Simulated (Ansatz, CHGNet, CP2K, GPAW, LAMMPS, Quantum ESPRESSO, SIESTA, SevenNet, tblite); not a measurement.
# GPAW on free surface of ionic liquid triethylsulfonium formate with water at 340 K (81 atoms): settings against a plane-wave reference, part 2 of 2

Wanted: GPAW inputs and outputs for free surface of ionic liquid triethylsulfonium formate with water at 340 K (81 atoms), checked against a plane-wave reference.

Program: GPAW 26.7.0; the method stands at each step. Banners, paths, timers and routine set-up lines are dropped from the logs unmarked, and long logs keep their key lines alone; longer cuts are marked.

So far. Step 3 (PBE, LCAO sz(dzp), h 0.18 Å): Against the first run (40 %), the force difference from the reference is 267 %, at 0.96 times the CPU time (22 SCF steps against 10), with 174 basis functions against 653: the smaller basis costs accuracy. Step 4 (PBE, LCAO dzp, h 0.28 Å): Against the first run (40 %), the force difference from the reference is 107 %, at 0.50 times the CPU time: the grid matters here.

## Step 5: PBE, LCAO szp(dzp), h 0.18 Å

Method: Kohn-Sham DFT, PBE, PAW, atomic orbitals (szp(dzp)).

Contents of run.py:

```python
import numpy as np
from ase.io import read
from gpaw import GPAW, FermiDirac

atoms = read("structure.xyz")
atoms.calc = GPAW(
    mode="lcao",
    basis="szp(dzp)",
    h=0.18,
    xc="PBE",
    kpts={"size": (1, 1, 1), "gamma": True},
    occupations=FermiDirac(0.05),
    maxiter=200,
    symmetry={"point_group": False},
    txt="gpaw.txt",
)
energy = atoms.get_potential_energy(force_consistent=True)
forces = atoms.get_forces()
print(f"energy {energy:.6f} eV")
print("forces (eV/A)")
for i, (a, f) in enumerate(zip(atoms, forces)):
    print(f"{i:4d} {a.symbol:2s} {f[0]:10.5f} {f[1]:10.5f} {f[2]:10.5f}")
print(f"Fermi level {atoms.calc.get_fermi_level():.4f} eV")
for k in range(len(atoms.calc.get_ibz_k_points())):
    for s in range(atoms.calc.get_number_of_spins()):
        e = atoms.calc.get_eigenvalues(kpt=k, spin=s)
        n = np.searchsorted(e, atoms.calc.get_fermi_level())
        print(f"k {k} spin {s} levels about the Fermi level:", np.round(e[max(n - 6, 0):n], 4).tolist(), "|", np.round(e[n:n + 6], 4).tolist())
```

Contents of structure.xyz:

```xyz
81
Lattice="8.57364 0.00000 0.00000 0.00000 8.57364 0.00000 0.00000 0.00000 21.34624" Properties=species:S:1:pos:R:3 pbc="T T T"
[... 81 atom lines left out: the same atoms as in the first run ...]
```

Run with:

```bash
$ OMP_NUM_THREADS=1 python run.py > output.txt
```

The log of the run:

```text
energy -364.834264 eV
forces (eV/A)
   0 C     1.55373    2.14100    0.53330
   1 C     0.03583   -0.23521    1.40811
   2 S    -0.82546    0.20444   -0.48990
   3 C     0.56915   -0.04001    2.14561
   4 C    -0.70125   -0.50521    0.10166
   5 C    -0.43397    0.39129    0.79216
   6 C    -1.65027    1.16419   -1.14754
   7 H    -1.02488    0.93049   -0.91024
   8 H    -0.91215   -2.23910    1.44948
   9 H    -0.56250    0.03004    0.20943
  10 H     0.62352    1.56148   -1.26809
  11 H    -0.30878   -1.68795   -1.39854
  12 H    -1.14307   -0.64989   -0.02690
  13 H    -0.60460    0.71004   -2.73464
  14 H    -0.61237   -2.71561    0.15103
  15 H     2.06384    0.46597   -1.86301
  16 H     0.94634    1.13676    2.02664
  17 H    -1.36095   -0.60797   -1.89758
  18 H     2.51573   -1.56372   -0.05074
  19 H    -0.65953    0.44300   -0.21142
  20 H     2.18569    0.31876    3.31674
  21 H     0.52891    0.42353   -1.32229
  22 C    -0.60448    1.84615    0.34917
  23 C     1.11336   -2.08038    0.05425
[...]
73 H    -3.16141   -2.12246    2.00917
  74 O    -1.49752   -2.84949    0.40295
  75 C    -0.58127    1.15232    0.30255
  76 O     0.28936    1.81656    1.60804
  77 H     1.02313   -0.36307   -1.67046
  78 O    -3.61759    1.72016    0.34452
  79 H     0.97356   -1.24340    0.59666
  80 H     1.70713    0.30356   -0.93180
Fermi level -0.6910 eV
k 0 spin 0 levels about the Fermi level: [-1.3923, -1.276, -1.2333, -1.0035, -0.989, -0.916] | [-0.4813, -0.3231, -0.1742, -0.1245, 0.2781, 0.643]
```

gpaw.txt:

```text
Input parameters:
  mode=LCAO(),
  basis={'default': 'szp(dzp)'},
  h=0.18,
  kpts=MonkhorstPack(size=(1, 1, 1), gamma=True),
  maxiter=200,
  occupations=Occupations(name='fermi-dirac', width=0.05, fixmagmom=False),
  symmetry=Symmetry(point_group=False),
  xc=XC(name='PBE')
Unit cell  # Å
| periodic |        x |        y |         z |   lengths |    angles |
[... lines left out ...]
  Fermi-Dirac:
[... lines left out ...]
convergence criteria:
- Maximum [total energy] change in last 3 cyles: 0.0005 eV / valence electron
[... lines left out ...]
Converged in 14 steps
[... lines left out ...]
  Free energy:    -364.834264
  Extrapolated:   -364.825471
dipole moment: (-11.007120, -14.269673, 58.711532)  # |e|*Ang
Fermi level: -0.691
Eigenvalues  # (at kpt = [0.000, 0.000, 0.000])
| band index |      eig [eV] | occ [0-2] |
|------------|---------------|-----------|
|          0 |       -21.819 |     2.000 |
|        ... |               |           |
|         89 |        -1.698 |     2.000 |
|         90 |        -1.476 |     2.000 |
[...]
|        104 |         1.903 |     0.000 |
|        ... |               |           |
|        120 |         5.385 |     0.000 |
Gap: 0.435 eV
Transition (v -> c):
  (s=0, k=0, n=96, [0.00, 0.00, 0.00]) -> (s=0, k=0, n=97, [0.00, 0.00, 0.00])
No difference between direct/indirect transitions
Force computation time: 4.486  # s
timing:  # [seconds]
  Total:  48.491  # ━━━━━━━━━━━━━━━━━━━━━━━━━━━━━━━━━━━━━━━━━━━━━━━━━━━━━━━━━
  Init:    6.105  # ━━━━━━━
  SCF:    37.875  # ━━━━━━━━━━━━━━━━━━━━━━━━━━━━━━━━━━━━━━━━━━━━╸
  Forces:  4.486  # ━━━━━╸
```

The job ended after 50 s (1 thread of Arm Neoverse V2, shared host; peak memory 1.1 GiB).

Numbers from this run, and their distance from the reference:

```
r.m.s. force component                           : 1.47 eV/Å
r.m.s. difference of force components            : 1343 meV/Å
longest difference of force vectors              : 3772 meV/Å
force difference over r.m.s. force               : 161.6 %
slope of forces against the reference's          : 0.7569
correlation of force components                  : 0.4282
gap (highest filled to lowest empty level) : 0.4347 eV
gap difference                                   : -1.552 eV
```

This is a coarse setting, run to see what it loses.

Against the first run (40 %), the force difference from the reference is 162 %, at 1.1 times the CPU time (14 SCF steps against 10), with 479 basis functions against 653: the smaller basis costs accuracy.

## Step 6: All runs compared

Differences are against the plane-wave reference, forces as r.m.s. over components; share is that over the reference's r.m.s. force, slope the least-squares factor from reference forces to these. Total energies of different programs have different zeros and aren't compared.

```csv
run,"Δ force, r.m.s. (meV/Å)",share (%),slope,Δ gap (eV),cores,CPU time,memory (GiB)
reference,-,-,-,-,4,11 min,3.8
"GPAW PBE, LCAO dzp, h 0.18 Å",329,39.6,0.992,-0.255,1,44 s,1.1
"GPAW PBE, LCAO sz(dzp), h 0.18 Å (coarse)",2223,267,0.538,-1.60,1,42 s,0.9
"GPAW PBE, LCAO dzp, h 0.28 Å (coarse)",891,107,1.008,-0.244,1,22 s,0.41
"GPAW PBE, LCAO szp(dzp), h 0.18 Å (coarse)",1343,162,0.757,-1.55,1,50 s,1.1
```

Rows marked coarse were listed beforehand as settings not expected to be converged; some can still land near the reference.

CPU time is summed over cores on a shared host, where runs went side by side, so it is rough. Symmetry, cutoffs, thresholds, outputs and thread counts weren't matched or tuned between programs; memory under MPI is the largest rank's times the ranks.

Within one program, basis, potentials and functional, energies share a zero. Each run against its twin at the usual cutoff or grid and solver:

```csv
run,twin,Δ energy (meV/atom),"Δ force, r.m.s. (meV/Å)",CPU time over the twin's
"GPAW PBE, LCAO dzp, h 0.28 Å","LCAO dzp, h 0.18 Å",250,847,0.5
```

## Step 7: What came out

```yaml
nearest_in_forces: GPAW PBE, LCAO dzp, h 0.18 Å, 40 %
its_cpu_time: 44 s
```

In words: The PBE run in local orbitals, coarse settings apart, differs by 40 % (GPAW PBE, LCAO dzp, h 0.18 Å); basis, grid and potentials can all enter. Runs with settings chosen to be coarse differ by 107 % (GPAW PBE, LCAO dzp, h 0.28 Å) to 267 % (GPAW PBE, LCAO sz(dzp), h 0.18 Å), their programs' other errors included. Of the electronic-structure runs that take under half the reference's CPU time, GPAW PBE, LCAO dzp, h 0.18 Å comes nearest, at 40 % in 44 s against 11 min. At the same functional, gaps differ from the reference's 1.99 eV by between -1.60 and -0.24 eV. The network of contacts between molecules at the start is that of the classical potential that made the cell, and needn't be the one that DFT or experiment would give. The reference's PBE has no dispersion term, which matters for the binding between molecules or layers. The electronic-structure runs sample only Γ, in a cell whose shortest periodic width is 9 Å.

[Also dropped from logs without a mark: logging warnings of Python, and SIESTA's first energy breakdown and zero terms.]

[Logs are printed without paths, hosts, clocks, repeated set-up lines and the standing remarks that a program may print on its own settings, such as how far it seeks lower states.]

[Hosts, paths, dates, database ids (printed as entryN), source tags and the programs' standing remarks are cut or masked in the printed files.]
